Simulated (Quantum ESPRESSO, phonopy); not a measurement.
# CaO (Fm-3m): phonons against volume, part 3 of 3

Aim: how the vibrations of CaO shift with volume, and the expansion that follows.

What experiment has found for this phase:
- heat capacity C_P per formula unit 42.2 J/mol/K and bulk modulus 113 GPa near room temperature (given in “High-Throughput Prediction of Finite-Temperature Properties using the Quasi-Harmonic Approximation”, 2016, arXiv:1603.06924)

Quantum ESPRESSO 7.5; DFT LDA, scalar-relativistic, plane waves, GBRV ultrasoft pseudopotentials.

So far. Step 28 (Phonons, V/V0 1.05): No mode is imaginary beyond numerical noise along the path. The highest zone-centre mode (no LO–TO term) moved by -12.4 % for a volume change of +5.0 %. Step 28 (Phonons, V/V0 1.05): The time given is that of the 2 pw.x runs on displaced cells behind this step.

### 29. Mode Grüneisen parameters

This step: DFT LDA, scalar-relativistic, plane waves, GBRV ultrasoft pseudopotentials (phonopy 4.10.0).

This step gave:

* share of modes with a negative Grüneisen parameter: 0

Mean Grüneisen, by row:

```
T (K)  heat-capacity-weighted mean  root mean square
   50                        1.426             1.576
  100                        1.525             1.643
  200                        1.557             1.661
  300                        1.555             1.657
  500                        1.551             1.652
  800                         1.55              1.65
```

Table of mean mode Grueneisen parameter by wavenumber:

```
wavenumber (cm⁻¹)  mean mode Grueneisen parameter
               10                               -
               28                               -
               66                             1.3
               86                            1.75
              123                            1.36
              142                            1.56
              161                            1.54
              199                            1.32
              218                            1.16
              237                            1.22
              275                            1.33
              294                            1.78
              332                            1.98
              351                             1.6
              370                            1.31
              408                            1.06
              427                            1.03
              446                            1.03
              484                            1.05
              503                            1.05
              541                            1.07
              560                            1.08
```

Volume series, by row:

```
 V/V0  V (Å³/atom)  pressure (GPa)  E - E0 (meV/atom)  gap (eV)  zero-point energy (meV/atom)  lowest on the path (cm⁻¹)  highest at Gamma without the LO-TO term (cm⁻¹)
 0.97        12.66           4.266              5.455     3.427                         58.55                          0                                           314.4
0.985        12.86           2.072              1.443      3.44                         57.22                          0                                           303.2
    1        13.05            0.05                  0     3.452                         55.91                          0                                             292
1.015        13.25          -1.817               0.92     3.463                         54.64                          0                                             281
 1.03        13.45          -3.536               4.07     3.472                         53.38                          0                                           270.1
 1.05        13.71          -5.624              11.38     3.482                         51.74                          0                                           255.8
```

The optical frequency at Gamma without the LO-TO term, mode 4 by V/V0:

```
  V/V0  optical frequency at Gamma without the LO-TO term, mode 4 (cm⁻¹)
0.9700                                                               314
0.9850                                                               303
1.0000                                                               292
1.0150                                                               281
1.0300                                                               270
1.0500                                                               256
```

Grüneisen at points, by row:

```
point  branch  frequency (cm⁻¹)  mode Grüneisen parameter
    Γ       4               292                      2.53
    Γ       6             570.6                       1.1
    X       1             204.7                      0.11
    X       3             312.5                      2.17
    X       4             315.7                      2.42
    X       6             393.2                      0.67
    U       1               201                      1.01
    U       2             280.9                      1.16
    U       3             298.5                      1.51
    U       4             315.1                      2.18
    U       5             362.8                      1.56
    U       6             377.8                      1.25
    K       1               201                      1.01
    K       2             280.9                      1.16
    K       3             298.5                      1.51
    K       4             315.1                      2.18
    K       5             362.8                      1.56
    K       6             377.8                      1.25
    L       1             190.1                      2.16
    L       3             325.2                      1.94
    L       5             383.9                      1.02
    L       6             486.7                      1.14
    W       1             241.9                      1.58
    W       2             278.3                      1.06
    W       4               332                      1.64
    W       5             360.1                      1.66
```

The printed pressures lie 0.11 GPa below −dE/dV of the same runs on average, in a series that spans 9.9 GPa: energy and stress disagree, as they do when the basis is incomplete, so the pressures are not converged.

### 30. Free-energy fit

This step gave:

| Quantity | Value |
| --- | --- |
| volume expansion coefficient at 300 K | 34.97 1e-6/K |
| isothermal bulk modulus at 300 K | 120.7 GPa |
| C_P at 300 K | 21.36 J/mol-atom/K |
| Grüneisen parameter at 300 K | 1.605 |

Table of energy (each curve on its own zero) by volume; values in meV/atom:

```
volume (Å³/atom)  static  F at 0 K  F at 300 K  F at 1300 K
          12.662    5.46      8.76        10.9         25.6
          12.858    1.44      3.42        4.75         13.8
          13.053       0      0.67         1.2         4.56
          13.249    0.92      0.32           0        -2.44
          13.445    4.07      2.21        1.01        -7.35
          13.706    11.4      7.88        5.44        -11.0
```

Phonopy-qha, vinet fit of F(V) at each temperature; no electronic free energy. Qha vinet, by row:

```
T (K)  fitted volume (Å³/atom)  alpha_V (1e-6/K)  B_T (GPa)  C_P (J/mol-atom/K)  Grueneisen
  100                    13.18              12.2      125.3               7.682       1.565
  150                     13.2             21.77      124.4               13.59       1.586
  200                    13.21             28.12      123.2               17.42       1.596
  250                    13.23              32.2        122               19.81       1.601
  300                    13.26             34.97      120.7               21.36       1.605
  350                    13.28                37      119.4               22.42       1.609
  400                     13.3              38.6      118.1               23.19       1.614
  450                    13.33             39.92      116.7               23.76        1.62
  500                    13.36             41.07      115.3               24.22       1.626
  550                    13.39             42.13      113.9               24.59       1.632
  600                    13.41             43.12      112.4               24.91       1.639
  650                    13.44             44.07        111               25.18       1.646
  700                    13.47             45.01      109.5               25.43       1.654
  750                     13.5             45.94        108               25.66       1.662
  800                    13.54             46.88      106.4               25.88        1.67
  850                    13.57             47.84      104.9               26.09       1.678
```

The volume expansion coefficient, phonopy-qha, Vinet by temperature:

```
temperature (K)  volume expansion coefficient, phonopy-qha, Vinet (1e-6/K)
             75                                                       6.78
            100                                                       12.2
            125                                                       17.4
            150                                                       21.8
            175                                                       25.3
            200                                                       28.1
            225                                                       30.4
            250                                                       32.2
            275                                                       33.7
            300                                                       35.0
            325                                                       36.1
            350                                                         37
            375                                                       37.8
            400                                                       38.6
            425                                                       39.3
            450                                                       39.9
            475                                                       40.5
            500                                                       41.1
            525                                                       41.6
            550                                                       42.1
            575                                                       42.6
            600                                                       43.1
            625                                                       43.6
            650                                                       44.1
            675                                                       44.5
            700                                                       45.0
            725                                                       45.5
            750                                                       45.9
            775                                                       46.4
            800                                                       46.9
            825                                                       47.4
            850                                                       47.8
```

The fit gives a volume expansion of 35.0 × 10⁻⁶/K at 300 K.

### 31. What came out

| Property | Result |
| --- | --- |
| volume expansion coefficient at 300 K | 34.97 1e-6/K |
| isothermal bulk modulus at 300 K | 120.7 GPa |
| C_P at 300 K | 21.36 J/mol-atom/K |
| Grüneisen parameter at 300 K | 1.605 |
| mean mode Grüneisen parameter at 300 K | 1.55 |

What this shows: Near room temperature CaO expands by 35.0 × 10⁻⁶/K in volume by LDA, with C_P = 21.4 J/(mol K) per mole of atoms and B_T = 121 GPa. The q-mesh is coarse, and the expansion can converge slowly with it. The table stops at 850 K because beyond it the fitted volume comes within 1 % of the largest computed cell, where the fit loses its support. C_P at room temperature is 86 % of the classical 3R an atom, so the stiffest modes are still partly frozen out. A measured bulk modulus near room temperature is 113 GPa (arXiv:1603.06924); the calculated 121 GPa differs by +7 %. The table does not say whether its value is isothermal or adiabatic. A measured heat capacity per formula unit near room temperature is 42.2 J/mol/K (arXiv:1603.06924); the calculated 42.7 J/mol/K differs by +1 %. The heat-capacity-weighted Grüneisen parameter goes from 1.43 at 50 K to 1.55 at 800 K. Weighting γ by the density of states and each mode's heat capacity at 300 K, modes below 190 cm⁻¹ give about 14 % of the sum of γC that drives the expansion, those up to 380 cm⁻¹ 78 % and the rest 9 %. Among the labelled points γ is largest for branch 4 at Γ (292 cm⁻¹, 2.5) and smallest for branch 1 at X (205 cm⁻¹, 0.11). The supercell is small: only its own wavevectors are exact, and branches between them are interpolated and can be misplaced. The printed pressures lie 0.11 GPa below −dE/dV of the same runs on average, in a series that spans 9.9 GPa: energy and stress disagree, as they do when the basis is incomplete, so the pressures are not converged.

[Logs are printed without paths, hosts, clocks, repeated set-up lines and the standing remarks that a program may print on its own settings, such as how far it seeks lower states.]

[Hosts, paths, dates, database ids (printed as entryN), source tags and the programs' standing remarks are cut or masked in the printed files.]

[A step with changed settings may run another functional than the one named; its input shows which.]

[Of the runs on displaced cells, only some may be shown.]
